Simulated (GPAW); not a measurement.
**A Rh chain with two Si atoms in line: relaxation, then transmission at several levels**

Aim: the conductance of a Rh chain with two Si atoms in line after relaxation, and whether geometry, basis or functional moves it most.

Method: GPAW LCAO, PAW setups; relaxation of the junction within the symmetry of its start, lead ends held, in the first sound run; inputs show where later runs differ, in GPAW 26.7.0.

**1. The starting structure**

The cell holds 18 atoms: 16 Rh and 2 Si. Cell: a = 9.000 Å, b = 9.000 Å, c = 41.132 Å, α = 90.0°, β = 90.0°, γ = 90.0°. Regions: left lead, 8 atoms (8 Rh); channel, 2 atoms (2 Si); right lead, 8 atoms (8 Rh). Vacuum lies along a and b. The structure is stacked along c, and the current runs across the ab planes.

**2. Relaxation**

Transmission follows bond lengths closely, so the atoms between the held lead ends are relaxed first, within whatever symmetry the start has.

Input file run.py:

```python
import json
from ase import Atoms
from ase.constraints import FixAtoms
from ase.optimize import BFGS
from gpaw import GPAW, FermiDirac

device = Atoms(
    ['Rh', 'Rh', 'Rh', 'Rh', 'Rh', 'Rh', 'Rh', 'Rh', 'Si', 'Si', 'Rh', 'Rh', 'Rh', 'Rh', 'Rh', 'Rh', 'Rh', 'Rh'],
    positions=[
        [4.50000, 4.50000, 1.15000],
        [4.50000, 4.50000, 3.45000],
        [4.50000, 4.50000, 5.75000],
        [4.50000, 4.50000, 8.05000],
        [4.50000, 4.50000, 10.35000],
        [4.50000, 4.50000, 12.65000],
        [4.50000, 4.50000, 14.95000],
        [4.50000, 4.50000, 17.25000],
        [4.50000, 4.50000, 19.46580],
        [4.50000, 4.50000, 21.66580],
        [4.50000, 4.50000, 23.88160],
        [4.50000, 4.50000, 26.18160],
        [4.50000, 4.50000, 28.48160],
        [4.50000, 4.50000, 30.78160],
        [4.50000, 4.50000, 33.08160],
        [4.50000, 4.50000, 35.38160],
        [4.50000, 4.50000, 37.68160],
        [4.50000, 4.50000, 39.98160]],
    cell=[[9.0, 0.0, 0.0], [0.0, 9.0, 0.0], [0.0, 0.0, 41.1316]],
    pbc=True)

device.set_constraint(FixAtoms([0, 1, 2, 3, 4, 5, 6, 11, 12, 13, 14, 15, 16, 17]))
device.calc = GPAW(mode='lcao', basis='dzp', xc='PBE', h=0.18,
                   kpts={'size': (1, 1, 2), 'gamma': True},
                   symmetry={'tolerance': 1e-3, 'extra_ids': [1, 1, 1, 1, 1, 1, 1, 0, 0, 0, 0, 1, 1, 1, 1, 1, 1, 1]},
                   occupations=FermiDirac(0.1), maxiter=250,
                   mixer=dict(beta=0.1, nmaxold=8, weight=100.0),
                   convergence=dict(density=0.0001), txt='relax.txt')
path = []
opt = BFGS(device, maxstep=0.15)
opt.attach(lambda: path.append((device.get_potential_energy(), device.positions.tolist(), device.get_forces().tolist())))
relaxed = bool(opt.run(fmax=0.05, steps=50))
json.dump(dict(relaxed=relaxed, path=path, positions=device.positions.tolist(), moments=device.get_magnetic_moments().tolist(),
               forces=device.get_forces(apply_constraint=False).tolist()), open('result.json', 'w'))
```

Run with:

```
$ OMP_NUM_THREADS=1 OPENBLAS_NUM_THREADS=1 python run.py
```

Output:

```text
Step          Energy          fmax
BFGS:    0      -62.113254        0.528216
BFGS:    1      -62.121454        0.282976
BFGS:    2      -62.124910        0.008054
```

The job ended after 14 min (1 thread of Arm Neoverse V1, shared host; peak memory 2.1 GiB).

Step by step:

| step | energy less that of the first step (eV) | largest force (eV/Å) |
| --- | --- | --- |
| 1 | 0.0000 | 0.5282 |
| 2 | -0.0084 | 0.2830 |
| 3 | -0.0121 | 0.0081 |

The atoms that moved most (Å):

| atom | dx | dy | dz | length |
| --- | --- | --- | --- | --- |
| Si10 | 0.000 | 0.000 | 0.016 | 0.016 |
| Si9 | 0.000 | 0.000 | -0.016 | 0.016 |
| Rh8 | 0.000 | 0.000 | 0.010 | 0.010 |
| Rh11 | 0.000 | 0.000 | -0.010 | 0.010 |

The relaxed structure:

```cif
data_structure
_symmetry_space_group_name_H-M 'P 1'
_symmetry_Int_Tables_number 1
_cell_length_a 9.0000
_cell_length_b 9.0000
_cell_length_c 41.1316
_cell_angle_alpha 90.000
_cell_angle_beta 90.000
_cell_angle_gamma 90.000
_cell_volume 3331.66
loop_
_atom_site_label
_atom_site_type_symbol
_atom_site_fract_x
_atom_site_fract_y
_atom_site_fract_z
_atom_site_occupancy
Rh1 Rh 0.50000 0.50000 0.02796 1
Rh2 Rh 0.50000 0.50000 0.08388 1
Rh3 Rh 0.50000 0.50000 0.13980 1
Rh4 Rh 0.50000 0.50000 0.19571 1
Rh5 Rh 0.50000 0.50000 0.25163 1
Rh6 Rh 0.50000 0.50000 0.30755 1
Rh7 Rh 0.50000 0.50000 0.36347 1
Rh8 Rh 0.50000 0.50000 0.41962 1
Si9 Si 0.50000 0.50000 0.47286 1
Si10 Si 0.50000 0.50000 0.52714 1
Rh11 Rh 0.50000 0.50000 0.58038 1
Rh12 Rh 0.50000 0.50000 0.63653 1
Rh13 Rh 0.50000 0.50000 0.69245 1
Rh14 Rh 0.50000 0.50000 0.74837 1
Rh15 Rh 0.50000 0.50000 0.80429 1
Rh16 Rh 0.50000 0.50000 0.86020 1
Rh17 Rh 0.50000 0.50000 0.91612 1
Rh18 Rh 0.50000 0.50000 0.97204 1
```

The relaxation lowered the energy of the cell by 0.0121 eV (energies extrapolated to zero smearing; the optimiser's log prints free energies). The largest force left on a free atom is 0.0081 eV/Å.

**3. GPAW, dzp**

The script solves lead and junction separately, takes H and S in the orbital basis, and joins semi-infinite leads through their self-energies; the dzp basis is the working standard.

This step: GPAW LCAO, PAW setups; Landauer transmission from Green's functions with principal layers (ASE), zero bias (GPAW 26.7.0).

Input file run.py:

```python
import json
import numpy as np
from ase import Atoms
from ase.transport.calculators import TransportCalculator
from gpaw import GPAW, FermiDirac
from gpaw.lcao.tools import get_lcao_hamiltonian
from scipy.linalg import eigh

# The junction with lead layers at both ends, along the third cell vector
device = Atoms(
    ['Rh', 'Rh', 'Rh', 'Rh', 'Rh', 'Rh', 'Rh', 'Rh', 'Si', 'Si', 'Rh', 'Rh', 'Rh', 'Rh', 'Rh', 'Rh', 'Rh', 'Rh'],
    positions=[
        [4.50000, 4.50000, 1.15000],
        [4.50000, 4.50000, 3.45000],
        [4.50000, 4.50000, 5.75000],
        [4.50000, 4.50000, 8.05000],
        [4.50000, 4.50000, 10.35000],
        [4.50000, 4.50000, 12.65000],
        [4.50000, 4.50000, 14.95000],
        [4.50000, 4.50000, 17.25958],
        [4.50000, 4.50000, 19.44946],
        [4.50000, 4.50000, 21.68214],
        [4.50000, 4.50000, 23.87202],
        [4.50000, 4.50000, 26.18160],
        [4.50000, 4.50000, 28.48160],
        [4.50000, 4.50000, 30.78160],
        [4.50000, 4.50000, 33.08160],
        [4.50000, 4.50000, 35.38160],
        [4.50000, 4.50000, 37.68160],
        [4.50000, 4.50000, 39.98160]],
    cell=[[9.0, 0.0, 0.0], [0.0, 9.0, 0.0], [0.0, 0.0, 41.1316]],
    pbc=True)

# One principal layer of the lead: the first 5 atoms of the device
lead = Atoms(
    ['Rh', 'Rh', 'Rh', 'Rh', 'Rh'],
    positions=[
        [4.50000, 4.50000, 1.15000],
        [4.50000, 4.50000, 3.45000],
        [4.50000, 4.50000, 5.75000],
        [4.50000, 4.50000, 8.05000],
        [4.50000, 4.50000, 10.35000]],
    cell=[[9.0, 0.0, 0.0], [0.0, 9.0, 0.0], [0.0, 0.0, 11.5]],
    pbc=True)

settings = dict(mode='lcao', basis='dzp', xc='PBE', h=0.2,
                occupations=FermiDirac(0.1), maxiter=250,
                mixer=dict(beta=0.1, nmaxold=8, weight=100.0),
                convergence=dict(density=0.0001))
energies = np.arange(-2, 2 + 1e-9, 0.025)
eta = 0.0001
n1, n2 = 1, 1
# k and -k transmit alike, so half of the mesh across the current serves
mesh = [(i, j) for i in range(n1) for j in range(n2) if (i, j) <= (-i % n1, -j % n2)]
weights = np.array([1 if (i, j) == (-i % n1, -j % n2) else 2 for i, j in mesh]) / (n1 * n2)

# [... helper functions left out ...]
fermi_lead = ground_state(lead, (1, 1, 10), 'lead.txt')
fermi_device = ground_state(device, (1, 1, 2), 'device.txt')
# [... loop over the mesh left out, but for ...]
        # Shift the lead onto the potential of the device's first layer
        shift = ((H[:, 0, 0] - H0[:, 0, 0]) / S0[0, 0]).real.mean()
# [...]
kT = 8.617333e-5 * 300
bias = [0.1, 0.2, 0.5, 1.0, 1.5, 2.0]
# [... integrals and printing left out ...]
```

Output:

```text
basis functions: device 458, principal layer 135
Fermi level: lead -3.7264 eV, device -3.7250 eV; lead shifted by -0.0001 eV
largest coupling past the next layer 2.07e-04 eV, largest misfit of the first layer 0.085 eV
  E-E_F (eV)   T (one spin)  [channel counts left out]
    -2.000    1.0330e+00
    -1.975    1.0374e+00
    -1.950    1.0423e+00
    -1.925    1.0477e+00
    -1.900    1.0535e+00
    -1.875    1.0599e+00
    -1.850    1.0666e+00
    -1.825    1.0738e+00
    -1.800    1.0814e+00
    -1.775    1.0893e+00
    -1.750    1.0977e+00
    -1.725    1.1063e+00
    -1.700    1.1152e+00
    -1.675    1.1245e+00
    -1.650    1.1339e+00
    -1.625    1.1436e+00
[...]
1.825    2.6796e-01
     1.850    2.6901e-01
     1.875    2.7011e-01
     1.900    2.7126e-01
     1.925    2.7247e-01
     1.950    2.7372e-01
     1.975    2.7501e-01
     2.000    2.7634e-01
conductance at 300 K: 2.5083 G0 a cell; thermopower -1.539 uV/K
current from the zero-bias T(E) at 0.1 V: 19.425 uA
current from the zero-bias T(E) at 0.2 V: 38.796 uA
current from the zero-bias T(E) at 0.5 V: 96.139 uA
current from the zero-bias T(E) at 1.0 V: 186.77 uA
current from the zero-bias T(E) at 1.5 V: 266.08 uA
current from the zero-bias T(E) at 2.0 V: 325.2 uA
```

The job ended after 4.9 min (1 thread; peak memory 1.6 GiB).

This step gave:

- conductance: 2.508 G₀
- largest coupling past the next principal layer: 2.07e-4 eV
- largest misfit of the first principal layer: 0.08537 eV
- shift that aligns the lead: -1.27e-4 eV
- basis functions of the junction: 458
- basis functions of a principal layer: 135
- transmission at the Fermi level (one spin): 2.511

One spin. Transmission, zone mean against energy, zero at the Fermi level:

energy (eV), transmission, zone mean and a bar from the least value:
```
   -2.000       1.03 ##########
   -1.900       1.05 ##########
   -1.800       1.08 ###########
   -1.700       1.12 ###########
   -1.600       1.15 ############
   -1.500       1.20 ############
   -1.400       1.24 #############
   -1.300       1.30 #############
   -1.200       1.35 ##############
   -1.100       1.42 ###############
   -1.000       1.50 ################
   -0.900       1.52 ################
   -0.800       1.58 #################
   -0.700       1.68 ##################
   -0.600       1.81 ####################
   -0.500       1.95 ######################
   -0.400       2.09 ########################
   -0.300       2.23 #########################
   -0.200       2.35 ###########################
   -0.100       2.44 ############################
    0.000       2.51 #############################
    0.100       2.55 ##############################
    0.200       2.57 ##############################
    0.300       2.58 ##############################
    0.400       2.56 ##############################
    0.500       2.51 #############################
    0.600       2.39 ############################
    0.700       2.18 #########################
    0.800       1.87 #####################
    0.900       1.43 ###############
    1.000       0.86 ########
    1.100       0.29 
    1.200       0.28 
    1.300       0.27 
    1.400       0.27 
    1.500       0.26 
    1.600       0.26 
    1.700       0.26 
    1.800       0.27 
    1.900       0.27 
    2.000       0.28
```

Not self-consistent under bias; the bias window is split evenly. Table of current through one cell, from the zero-bias transmission by bias:

| bias (V) | current through one cell, from the zero-bias transmission (μA) |
| --- | --- |
| 0.100 | 19.4 |
| 0.200 | 38.8 |
| 0.500 | 96.1 |
| 1.000 | 187 |
| 1.500 | 266 |
| 2.000 | 325 |

Transmission of the three most open eigenchannels against energy, zero at the Fermi level:

| energy (eV) | channel 1 | channel 2 | channel 3 |
| --- | --- | --- | --- |
| -2.000 | 0.952 | 0.0403 | 0.0403 |
| -1.900 | 0.947 | 0.0531 | 0.0531 |
| -1.800 | 0.944 | 0.0689 | 0.0689 |
| -1.700 | 0.942 | 0.0868 | 0.0868 |
| -1.600 | 0.942 | 0.106 | 0.106 |
| -1.500 | 0.943 | 0.126 | 0.126 |
| -1.400 | 0.946 | 0.148 | 0.148 |
| -1.300 | 0.949 | 0.173 | 0.173 |
| -1.200 | 0.951 | 0.202 | 0.202 |
| -1.100 | 0.949 | 0.238 | 0.238 |
| -1.000 | 0.937 | 0.280 | 0.280 |
| -0.900 | 0.858 | 0.328 | 0.328 |
| -0.800 | 0.817 | 0.383 | 0.383 |
| -0.700 | 0.796 | 0.444 | 0.444 |
| -0.600 | 0.789 | 0.510 | 0.510 |
| -0.500 | 0.786 | 0.581 | 0.581 |
| -0.400 | 0.780 | 0.655 | 0.655 |
| -0.300 | 0.771 | 0.728 | 0.728 |
| -0.200 | 0.796 | 0.796 | 0.756 |
| -0.100 | 0.855 | 0.855 | 0.734 |
| 0.000 | 0.903 | 0.903 | 0.705 |
| 0.100 | 0.941 | 0.941 | 0.669 |
| 0.200 | 0.970 | 0.970 | 0.632 |
| 0.300 | 0.990 | 0.990 | 0.597 |
| 0.400 | 0.998 | 0.998 | 0.567 |
| 0.500 | 0.986 | 0.986 | 0.538 |
| 0.600 | 0.942 | 0.942 | 0.505 |
| 0.700 | 0.857 | 0.857 | 0.467 |
| 0.800 | 0.724 | 0.724 | 0.425 |
| 0.900 | 0.538 | 0.538 | 0.358 |
| 1.000 | 0.306 | 0.280 | 0.280 |
| 1.100 | 0.287 | 1.4e-8 | 1.4e-8 |
| 1.200 | 0.276 | 3.0e-9 | 4.6e-11 |
| 1.300 | 0.268 | 3.1e-9 | 2.8e-12 |
| 1.400 | 0.275 | 3.1e-9 | 1.6e-12 |
| 1.500 | 0.262 | 3.2e-9 | 1.6e-12 |
| 1.600 | 0.262 | 3.2e-9 | 1.6e-12 |
| 1.700 | 0.264 | 3.2e-9 | 1.5e-12 |
| 1.800 | 0.267 | 3.2e-9 | 1.5e-12 |
| 1.900 | 0.271 | 3.2e-9 | 1.4e-12 |
| 2.000 | 0.276 | 3.3e-9 | 1.3e-12 |

Couplings past the next layer reach 2.1e-4 eV, small enough to drop; the matrix elements of the cell's first layer differ from the bulk lead's by up to 0.085 eV. That layer keeps its own values in the calculation, and only beyond it is the lead taken as perfect. The Fermi levels of lead and junction count from different zeros of potential, one for each periodic cell; with both set to zero, the small remaining shift is what aligns them. By hand: G = 2.508 × 77.48 μS = 194 μS, a resistance of 5.15 kΩ; at 0.1 V a linear junction would pass 19.4 μA, and the integral over the bias window gives 19.4 μA.

**4. GPAW, szp: basis = "szp(dzp)"**

One radial function a shell plus polarisation makes the matrices smaller; the question is what that costs.

Edit run.py of step 3 so:

```diff
@@ -45,3 +45,3 @@
 
-settings = dict(mode='lcao', basis='dzp', xc='PBE', h=0.2,
+settings = dict(mode='lcao', basis='szp(dzp)', xc='PBE', h=0.2,
                 occupations=FermiDirac(0.1), maxiter=250,
```

Output:

```text
basis functions: device 258, principal layer 75
Fermi level: lead -3.6290 eV, device -3.6770 eV; lead shifted by 0.0002 eV
largest coupling past the next layer 2.08e-04 eV, largest misfit of the first layer 0.085 eV
  E-E_F (eV)   T (one spin)  [channel counts left out]
    -2.000    1.0284e+00
    -1.975    1.0321e+00
    -1.950    1.0363e+00
    -1.925    1.0408e+00
    -1.900    1.0457e+00
    -1.875    1.0510e+00
    -1.850    1.0568e+00
    -1.825    1.0629e+00
    -1.800    1.0693e+00
    -1.775    1.0762e+00
    -1.750    1.0834e+00
    -1.725    1.0909e+00
    -1.700    1.0987e+00
    -1.675    1.1069e+00
    -1.650    1.1153e+00
    -1.625    1.1241e+00
[...]
1.825    2.5214e-01
     1.850    2.5347e-01
     1.875    2.5486e-01
     1.900    2.5631e-01
     1.925    2.5779e-01
     1.950    2.5932e-01
     1.975    2.6089e-01
     2.000    2.6249e-01
conductance at 300 K: 2.5287 G0 a cell; thermopower -1.34 uV/K
current from the zero-bias T(E) at 0.1 V: 19.583 uA
current from the zero-bias T(E) at 0.2 V: 39.115 uA
current from the zero-bias T(E) at 0.5 V: 96.909 uA
current from the zero-bias T(E) at 1.0 V: 188.07 uA
current from the zero-bias T(E) at 1.5 V: 267.34 uA
current from the zero-bias T(E) at 2.0 V: 325.36 uA
```

Elapsed: 3 min, on 1 thread; peak memory 1.5 GiB.

This step gave:

```yaml
conductance: 2.529 G₀
largest_coupling_past_the_next_principal_layer: 2.08e-4 eV
largest_misfit_of_the_first_principal_layer: 0.08463 eV
shift_that_aligns_the_lead: 1.80e-4 eV
basis_functions_of_the_junction: 258
basis_functions_of_a_principal_layer: 75
transmission_at_the_fermi_level_one_spin: 2.532
```

One spin. Transmission, zone mean against energy, zero at the Fermi level:

| energy (eV) | transmission, zone mean |
| --- | --- |
| -2.000 | 1.03 |
| -1.900 | 1.05 |
| -1.800 | 1.07 |
| -1.700 | 1.10 |
| -1.600 | 1.13 |
| -1.500 | 1.17 |
| -1.400 | 1.22 |
| -1.300 | 1.27 |
| -1.200 | 1.33 |
| -1.100 | 1.40 |
| -1.000 | 1.48 |
| -0.900 | 1.52 |
| -0.800 | 1.60 |
| -0.700 | 1.70 |
| -0.600 | 1.84 |
| -0.500 | 1.98 |
| -0.400 | 2.13 |
| -0.300 | 2.26 |
| -0.200 | 2.38 |
| -0.100 | 2.47 |
| 0.000 | 2.53 |
| 0.100 | 2.56 |
| 0.200 | 2.58 |
| 0.225 | 2.58 |
| 0.300 | 2.58 |
| 0.400 | 2.55 |
| 0.500 | 2.49 |
| 0.600 | 2.37 |
| 0.700 | 2.15 |
| 0.800 | 1.83 |
| 0.900 | 1.36 |
| 1.000 | 0.770 |
| 1.100 | 0.258 |
| 1.200 | 0.250 |
| 1.300 | 0.245 |
| 1.400 | 0.242 |
| 1.500 | 0.242 |
| 1.600 | 0.243 |
| 1.700 | 0.246 |
| 1.800 | 0.251 |
| 1.900 | 0.256 |
| 2.000 | 0.262 |

Not self-consistent under bias; the bias window is split evenly. Table of current through one cell, from the zero-bias transmission by bias:

| bias (V) | current through one cell, from the zero-bias transmission (μA) |
| --- | --- |
| 0.100 | 19.6 |
| 0.200 | 39.1 |
| 0.500 | 96.9 |
| 1.000 | 188 |
| 1.500 | 267 |
| 2.000 | 325 |

The transmission of the three most open eigenchannels by energy, zero at the Fermi level:

| energy (eV) | channel 1 | channel 2 | channel 3 |
| --- | --- | --- | --- |
| -2.000 | 0.960 | 0.0343 | 0.0343 |
| -1.900 | 0.956 | 0.0451 | 0.0451 |
| -1.800 | 0.952 | 0.0585 | 0.0585 |
| -1.700 | 0.951 | 0.0740 | 0.0740 |
| -1.600 | 0.951 | 0.0911 | 0.0911 |
| -1.500 | 0.953 | 0.110 | 0.110 |
| -1.400 | 0.955 | 0.131 | 0.131 |
| -1.300 | 0.958 | 0.155 | 0.155 |
| -1.200 | 0.960 | 0.185 | 0.185 |
| -1.100 | 0.960 | 0.220 | 0.220 |
| -1.000 | 0.951 | 0.263 | 0.263 |
| -0.900 | 0.898 | 0.313 | 0.313 |
| -0.800 | 0.855 | 0.371 | 0.371 |
| -0.700 | 0.830 | 0.436 | 0.436 |
| -0.600 | 0.821 | 0.507 | 0.507 |
| -0.500 | 0.813 | 0.584 | 0.584 |
| -0.400 | 0.802 | 0.662 | 0.662 |
| -0.300 | 0.785 | 0.738 | 0.738 |
| -0.200 | 0.808 | 0.808 | 0.765 |
| -0.100 | 0.866 | 0.866 | 0.740 |
| 0.000 | 0.913 | 0.913 | 0.707 |
| 0.100 | 0.948 | 0.948 | 0.668 |
| 0.200 | 0.975 | 0.975 | 0.627 |
| 0.300 | 0.993 | 0.993 | 0.591 |
| 0.400 | 0.998 | 0.998 | 0.558 |
| 0.500 | 0.983 | 0.983 | 0.525 |
| 0.600 | 0.939 | 0.939 | 0.489 |
| 0.700 | 0.853 | 0.853 | 0.445 |
| 0.800 | 0.719 | 0.719 | 0.396 |
| 0.900 | 0.526 | 0.526 | 0.305 |
| 1.000 | 0.273 | 0.248 | 0.248 |
| 1.100 | 0.258 | 4.0e-9 | 4.0e-9 |
| 1.200 | 0.250 | 2.6e-10 | 2.8e-11 |
| 1.300 | 0.245 | 2.6e-10 | 2.0e-12 |
| 1.400 | 0.242 | 2.6e-10 | 0 |
| 1.500 | 0.242 | 2.6e-10 | 0 |
| 1.600 | 0.243 | 2.6e-10 | 0 |
| 1.700 | 0.246 | 2.5e-10 | 0 |
| 1.800 | 0.251 | 2.5e-10 | 0 |
| 1.900 | 0.256 | 2.4e-10 | 0 |
| 2.000 | 0.262 | 2.4e-10 | 0 |

The conductance, 2.53 G₀, lies 0.8 % above that of the dzp run.

**5. Minimal basis**

The minimal basis is the cheapest rung: no second zeta and no polarisation.

Edit run.py of step 4 so:

```diff
@@ -45,3 +45,3 @@
 
-settings = dict(mode='lcao', basis='szp(dzp)', xc='PBE', h=0.2,
+settings = dict(mode='lcao', basis='sz(dzp)', xc='PBE', h=0.2,
                 occupations=FermiDirac(0.1), maxiter=250,
```

Output:

```text
basis functions: device 200, principal layer 60
Fermi level: lead -3.6415 eV, device -3.6863 eV; lead shifted by -0.0010 eV
largest coupling past the next layer 2.07e-04 eV, largest misfit of the first layer 0.036 eV
  E-E_F (eV)   T (one spin)  [channel counts left out]
    -2.000    1.0617e+00
    -1.975    1.0711e+00
    -1.950    1.0813e+00
[...]
1.975    2.7417e-01
     2.000    2.7575e-01
conductance at 300 K: 2.4609 G0 a cell; thermopower -0.4718 uV/K
current from the zero-bias T(E) at 0.1 V: 19.062 uA
current from the zero-bias T(E) at 0.2 V: 38.095 uA
current from the zero-bias T(E) at 0.5 V: 94.757 uA
current from the zero-bias T(E) at 1.0 V: 186.6 uA
current from the zero-bias T(E) at 1.5 V: 273.23 uA
current from the zero-bias T(E) at 2.0 V: 347.56 uA
```

Wall time 2 min (1 thread); peak memory 1.4 GiB.

Numbers from this step:

* conductance: 2.461 G₀
* largest coupling past the next principal layer: 2.07e-4 eV
* largest misfit of the first principal layer: 0.03603 eV
* shift that aligns the lead: -9.58e-4 eV
* basis functions of the junction: 200
* basis functions of a principal layer: 60
* transmission at the Fermi level (one spin): 2.463

The conductance, 2.46 G₀, lies 1.9 % below that of the dzp run.

(Continued in part 2 of 2.)

[Logs are printed without paths, hosts, clocks, repeated set-up lines and the standing remarks that a program may print on its own settings, such as how far it seeks lower states.]

[Hosts, paths, dates, database ids (printed as entryN), source tags and the programs' standing remarks are cut or masked in the printed files.]
